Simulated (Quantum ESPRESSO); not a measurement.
# Magnetic state of Mn3Si from several starts, part 2 of 2

Does Mn3Si prefer parallel or opposed moments, or none?

Quantum ESPRESSO 7.5; PBEsol; plane waves with GBRV 1.5 PBEsol potentials, no spin-orbit coupling.

So far, absolute magnetization (μB): 4.46 in steps 2, 3 and 4.

**5. Start 4: no spin polarisation**

File pw.in:

```
&CONTROL
  calculation = 'scf'
  prefix = 'pwscf'
  outdir = './tmp'
  pseudo_dir = './pseudo'
  disk_io = 'nowf'
/
&SYSTEM
  ibrav = 0
  nat = 4
  ntyp = 2
  ecutwfc = 40
  ecutrho = 280
  nbnd = 33
  occupations = 'smearing'
  smearing = 'fd'
  degauss = 0.00734986
/
&ELECTRONS
  conv_thr = 8d-09
  electron_maxstep = 150
  mixing_beta = 0.3
/
ATOMIC_SPECIES
Mn     54.9380 mn_pbesol_v1.5.uspp.F.UPF
Si     28.0850 si_pbesol_v1.uspp.F.UPF
CELL_PARAMETERS angstrom
   0.0000000000    2.8610000000    2.8610000000
   2.8610000000    0.0000000000    2.8610000000
   2.8610000000    2.8610000000    0.0000000000
ATOMIC_POSITIONS crystal
Mn      0.5000000000    0.5000000000    0.5000000000
Mn      0.2500000000    0.2500000000    0.2500000000
Mn      0.7500000000    0.7500000000    0.7500000000
Si      0.0000000000    0.0000000000    0.0000000000
K_POINTS automatic
8 8 8 0 0 0
```

Command:

```bash
$ OMP_NUM_THREADS=1 mpirun -n 4 pw.x -nk 4 -in pw.in > pw.out
```

Output:

```text
     [... lines left out ...]
Program PWSCF v.7.5 starts
     [... lines left out ...]
     number of atoms/cell      =            4
     [... lines left out ...]
     number of electrons       =        49.00
     number of Kohn-Sham states=           33
     kinetic-energy cutoff     =      40.0000  Ry
     charge density cutoff     =     280.0000  Ry
     scf convergence threshold =      8.0E-09
     [... lines left out ...]
     48 Sym. Ops., with inversion, found
     [... lines left out ...]
     number of k points=    29  Fermi-Dirac smearing, width (Ry)=  0.0073
     [... lines left out ...]
     iteration # 15     ecut=    40.00 Ry     beta= 0.30
     [... lines left out ...]
     the Fermi energy is    17.0218 ev
!    total energy              =    -642.86126726 Ry
     estimated scf accuracy    <          4.7E-09 Ry
     smearing contrib. (-TS)   =      -0.01607801 Ry
     [... lines left out ...]
     convergence has been achieved in  15 iterations
```

Wall time 7.6 s (4 MPI ranks of Arm Neoverse V2, shared host); peak memory 0.32 GiB.

This step gave:

```yaml
smearing_term_ts: 0.2188 eV
final_state: non-magnetic (no spin polarisation)
```

**6. Ranking**

An order is kept where moments of 0.15 μB or more survive with the typed signs; meshes match where a doubled cell samples the same k points as the first cell.

Ferrimagnetic means that a moment over 0.15 μB on a transition or rare-earth metal, induced ones included, opposes the net moment. Orders:

```tsv
start	final state	typed order kept	energy over the lowest (meV a seeded atom)	largest site moment (μB)	net moment (μB a cell of the first run)	mesh matched	CPU time (s)
ferro +++	ferrimagnetic	no	0	2.561	1.039	yes	346.2
ferri +--	ferrimagnetic	yes	0	2.561	1.039	yes	70.43
ferri ++-	ferrimagnetic	no	0	2.561	1.039	yes	96.3
no spin polarisation	non-magnetic	-	153.5	0	0	yes	30.13
```

**7. The lowest state again, with its states saved**

File pw.in:

```
&CONTROL
  calculation = 'scf'
  prefix = 'pwscf'
  outdir = './tmp'
  pseudo_dir = './pseudo'
  disk_io = 'low'
/
&SYSTEM
  ibrav = 0
  celldm(1) = 8
  nat = 4
  ntyp = 2
  ecutwfc = 40
  ecutrho = 280
  nbnd = 43
  occupations = 'smearing'
  smearing = 'fd'
  degauss = 0.00734986
  nspin = 2
  starting_magnetization(1) = 0.2333
  starting_magnetization(2) = 0
/
&ELECTRONS
  conv_thr = 8d-09
  electron_maxstep = 150
  mixing_beta = 0.3
/
ATOMIC_SPECIES
Mn     54.9380 mn_pbesol_v1.5.uspp.F.UPF
Si     28.0850 si_pbesol_v1.uspp.F.UPF
CELL_PARAMETERS alat
   0.0000000000000    0.6758133053193    0.6758133053193
   0.6758133053193    0.0000000000000    0.6758133053193
   0.6758133053193    0.6758133053193    0.0000000000000
ATOMIC_POSITIONS crystal
Mn      0.5000000000    0.5000000000    0.5000000000
Mn      0.2500000000    0.2500000000    0.2500000000
Mn      0.7500000000    0.7500000000    0.7500000000
Si      0.0000000000    0.0000000000    0.0000000000
K_POINTS automatic
8 8 8 0 0 0
```

Output:

```text
     [... lines left out ...]
Program PWSCF v.7.5 starts
     [... lines left out ...]
     number of atoms/cell      =            4
     [... lines left out ...]
     number of electrons       =        49.00
     number of Kohn-Sham states=           43
     kinetic-energy cutoff     =      40.0000  Ry
     charge density cutoff     =     280.0000  Ry
     scf convergence threshold =      8.0E-09
     [... lines left out ...]
     48 Sym. Ops., with inversion, found
     [... lines left out ...]
     number of k points=    29  Fermi-Dirac smearing, width (Ry)=  0.0073
     [... lines left out ...]
     iteration # 38     ecut=    40.00 Ry     beta= 0.30
     [... lines left out ...]
     Magnetic moment per site  (integrated on atomic sphere of radius R)
     atom   1 (R=0.241)  charge= 13.3155  magn=  2.5603
     atom   2 (R=0.241)  charge= 13.3901  magn= -0.8040
     atom   3 (R=0.241)  charge= 13.3901  magn= -0.8040
     atom   4 (R=0.241)  charge=  2.1290  magn=  0.0400
     [... lines left out ...]
     the Fermi energy is    17.0115 ev
!    total energy              =    -642.89510914 Ry
     estimated scf accuracy    <          1.3E-09 Ry
     smearing contrib. (-TS)   =      -0.00753019 Ry
     [... lines left out ...]
     total magnetization       =     1.04 Bohr mag/cell
     absolute magnetization    =     4.46 Bohr mag/cell
     convergence has been achieved in  38 iterations
```

Elapsed: 42 s, on 4 MPI ranks; peak memory 0.38 GiB.

This step gave:

```
smearing term TS       : 0.1025 eV
magnetization          : 1.039 μB
absolute magnetization : 4.461 μB
final state            : ferrimagnetic
largest moment         : 2.560 μB
```

The typed signs were not kept.

**8. Another way to count moments**

projwfc.x projects the saved states on orthogonalised atomic orbitals of the pseudopotential files.

Output:

```text
[banner, memory and clock lines left out]
Program PROJWFC v.7.5 starts

     [... lines left out ...]
     IMPORTANT: XC functional enforced from input :
     Exchange-correlation= PBESOL
                           (   1   4  10   8   0   0   0)
     Any further DFT definition will be discarded
     Please, verify this is what you really want

     G-vector sticks info

     Check: negative core charge=   -0.000060

     Gaussian broadening (read from input): ngauss,degauss=   0    0.010000

     Calling projwave ....

  Problem Sizes
  natomwfc =           43
  nbnd     =           43
  nkstot   =           58
  npwx     =         1365
  nkb      =           72

     Atomic states used for projection
     (read from pseudopotential files):

     state #   1: atom   1 (Mn ), wfc  1 (l=0 m= 1)
     state #   2: atom   1 (Mn ), wfc  2 (l=1 m= 1)
     state #   3: atom   1 (Mn ), wfc  2 (l=1 m= 2)
     state #   4: atom   1 (Mn ), wfc  2 (l=1 m= 3)
     state #   5: atom   1 (Mn ), wfc  3 (l=0 m= 1)
     state #   6: atom   1 (Mn ), wfc  4 (l=2 m= 1)
     state #   7: atom   1 (Mn ), wfc  4 (l=2 m= 2)
     state #   8: atom   1 (Mn ), wfc  4 (l=2 m= 3)
     state #   9: atom   1 (Mn ), wfc  4 (l=2 m= 4)
     state #  10: atom   1 (Mn ), wfc  4 (l=2 m= 5)
     state #  11: atom   1 (Mn ), wfc  5 (l=1 m= 1)
     state #  12: atom   1 (Mn ), wfc  5 (l=1 m= 2)
     state #  13: atom   1 (Mn ), wfc  5 (l=1 m= 3)
     state #  14: atom   2 (Mn ), wfc  1 (l=0 m= 1)
[...]
state #  28: atom   3 (Mn ), wfc  2 (l=1 m= 1)
     state #  29: atom   3 (Mn ), wfc  2 (l=1 m= 2)
     state #  30: atom   3 (Mn ), wfc  2 (l=1 m= 3)
     state #  31: atom   3 (Mn ), wfc  3 (l=0 m= 1)
     state #  32: atom   3 (Mn ), wfc  4 (l=2 m= 1)
     state #  33: atom   3 (Mn ), wfc  4 (l=2 m= 2)
     state #  34: atom   3 (Mn ), wfc  4 (l=2 m= 3)
     state #  35: atom   3 (Mn ), wfc  4 (l=2 m= 4)
     state #  36: atom   3 (Mn ), wfc  4 (l=2 m= 5)
     state #  37: atom   3 (Mn ), wfc  5 (l=1 m= 1)
     state #  38: atom   3 (Mn ), wfc  5 (l=1 m= 2)
     state #  39: atom   3 (Mn ), wfc  5 (l=1 m= 3)
     state #  40: atom   4 (Si ), wfc  1 (l=0 m= 1)
     state #  41: atom   4 (Si ), wfc  2 (l=1 m= 1)
     state #  42: atom   4 (Si ), wfc  2 (l=1 m= 2)
     state #  43: atom   4 (Si ), wfc  2 (l=1 m= 3)

 [... projections of the bands left out ...]

Lowdin Charges:

     Atom #   1: total charge =  15.0754, s =  2.3123, p =  7.1709, d =  5.5921,
                 spin up      =   8.9395, s =  1.1731,
                 spin up      =   8.9395, p =  3.6124, pz=  1.2041, px=  1.2041, py=  1.2041,
                 spin up      =   8.9395, d =  4.1539, dz2=  0.9540, dxz=  0.7487, dyz=  0.7487, dx2-y2=  0.9540, dxy=  0.7487,
                 spin down    =   6.1359, s =  1.1392,
                 spin down    =   6.1359, p =  3.5585, pz=  1.1862, px=  1.1862, py=  1.1862,
                 spin down    =   6.1359, d =  1.4382, dz2=  0.1319, dxz=  0.3915, dyz=  0.3915, dx2-y2=  0.1319, dxy=  0.3915,
                 polarization =   2.8036, s =  0.0340, p =  0.0539, d =  2.7157,
     Atom #   2: total charge =  15.4258, s =  2.3007, p =  7.2263, d =  5.8989,
                 spin up      =   7.2529, s =  1.1438,
                 spin up      =   7.2529, p =  3.5956, pz=  1.1985, px=  1.1985, py=  1.1985,
                 spin up      =   7.2529, d =  2.5136, dz2=  0.4937, dxz=  0.5087, dyz=  0.5087, dx2-y2=  0.4937, dxy=  0.5087,
                 spin down    =   8.1729, s =  1.1569,
                 spin down    =   8.1729, p =  3.6307, pz=  1.2102, px=  1.2102, py=  1.2102,
                 spin down    =   8.1729, d =  3.3853, dz2=  0.5272, dxz=  0.7770, dyz=  0.7770, dx2-y2=  0.5272, dxy=  0.7770,
                 polarization =  -0.9199, s = -0.0131, p = -0.0351, d = -0.8717,
     Atom #   3: total charge =  15.4258, s =  2.3007, p =  7.2263, d =  5.8989,
                 spin up      =   7.2529, s =  1.1438,
                 spin up      =   7.2529, p =  3.5956, pz=  1.1985, px=  1.1985, py=  1.1985,
                 spin up      =   7.2529, d =  2.5136, dz2=  0.4937, dxz=  0.5087, dyz=  0.5087, dx2-y2=  0.4937, dxy=  0.5087,
                 spin down    =   8.1729, s =  1.1569,
                 spin down    =   8.1729, p =  3.6307, pz=  1.2102, px=  1.2102, py=  1.2102,
                 spin down    =   8.1729, d =  3.3853, dz2=  0.5272, dxz=  0.7770, dyz=  0.7770, dx2-y2=  0.5272, dxy=  0.7770,
                 polarization =  -0.9199, s = -0.0131, p = -0.0351, d = -0.8717,
     Atom #   4: total charge =   2.9599, s =  0.7612, p =  2.1986, d =  0.0000,
                 spin up      =   1.5180, s =  0.3984,
                 spin up      =   1.5180, p =  1.1195, pz=  0.3732, px=  0.3732, py=  0.3732,
                 spin up      =   1.5180, d =  0.0000, dz2=  0.0000, dxz=  0.0000, dyz=  0.0000, dx2-y2=  0.0000, dxy=  0.0000,
                 spin down    =   1.4419, s =  0.3628,
                 spin down    =   1.4419, p =  1.0791, pz=  0.3597, px=  0.3597, py=  0.3597,
                 spin down    =   1.4419, d =  0.0000, dz2=  0.0000, dxz=  0.0000, dyz=  0.0000, dx2-y2=  0.0000, dxy=  0.0000,
                 polarization =   0.0760, s =  0.0356, p =  0.0404, d =  0.0000,
     Spilling Parameter:   0.0023
```

Run time: 1.6 s. Hardware: 4 MPI ranks; peak memory 0.06 GiB; 6.4 s of CPU time.

```tsv
atom	moment in the sphere (μB)	Löwdin moment (μB)	Löwdin charge (e)
Mn1	2.560	2.804	15.075
Mn2	-0.804	-0.920	15.426
Mn3	-0.804	-0.920	15.426
Si4	0.040	0.076	2.960
```

**9. Summary of results**

| Item | Value |
| --- | --- |
| lowest state found | ferrimagnetic (from ferro +++, ferri +-- and ferri ++-) |
| largest site moment | 2.56 μB |
| state without moments | 153 meV a seeded atom higher |

What this shows: 2 starts left the typed signs, so such an energy belongs to the state reached, not the one typed. The largest moment reads 2.56 μB in the sphere and 2.80 μB by Löwdin projection; a site moment hangs on how space is shared out. Only these 4 starts were compared; other wavevectors, canted and longer-period orders were not. Energies are free energies at an electronic temperature of 1160 K, which lowers moments and differences where the moments are itinerant.

[Logs and program files are shortened in this print: banners, set-up blocks, solver, clock and traceback lines can be left out without a mark of their own.]

[Logs are printed without paths, hosts, clocks, repeated set-up lines and the standing remarks that a program may print on its own settings, such as how far it seeks lower states.]

[Hosts, paths, dates, database ids (printed as entryN), source tags and the programs' standing remarks are cut or masked in the printed files.]

[Where a cell is said to come from a database of computed structures, the database is the Materials Project.]
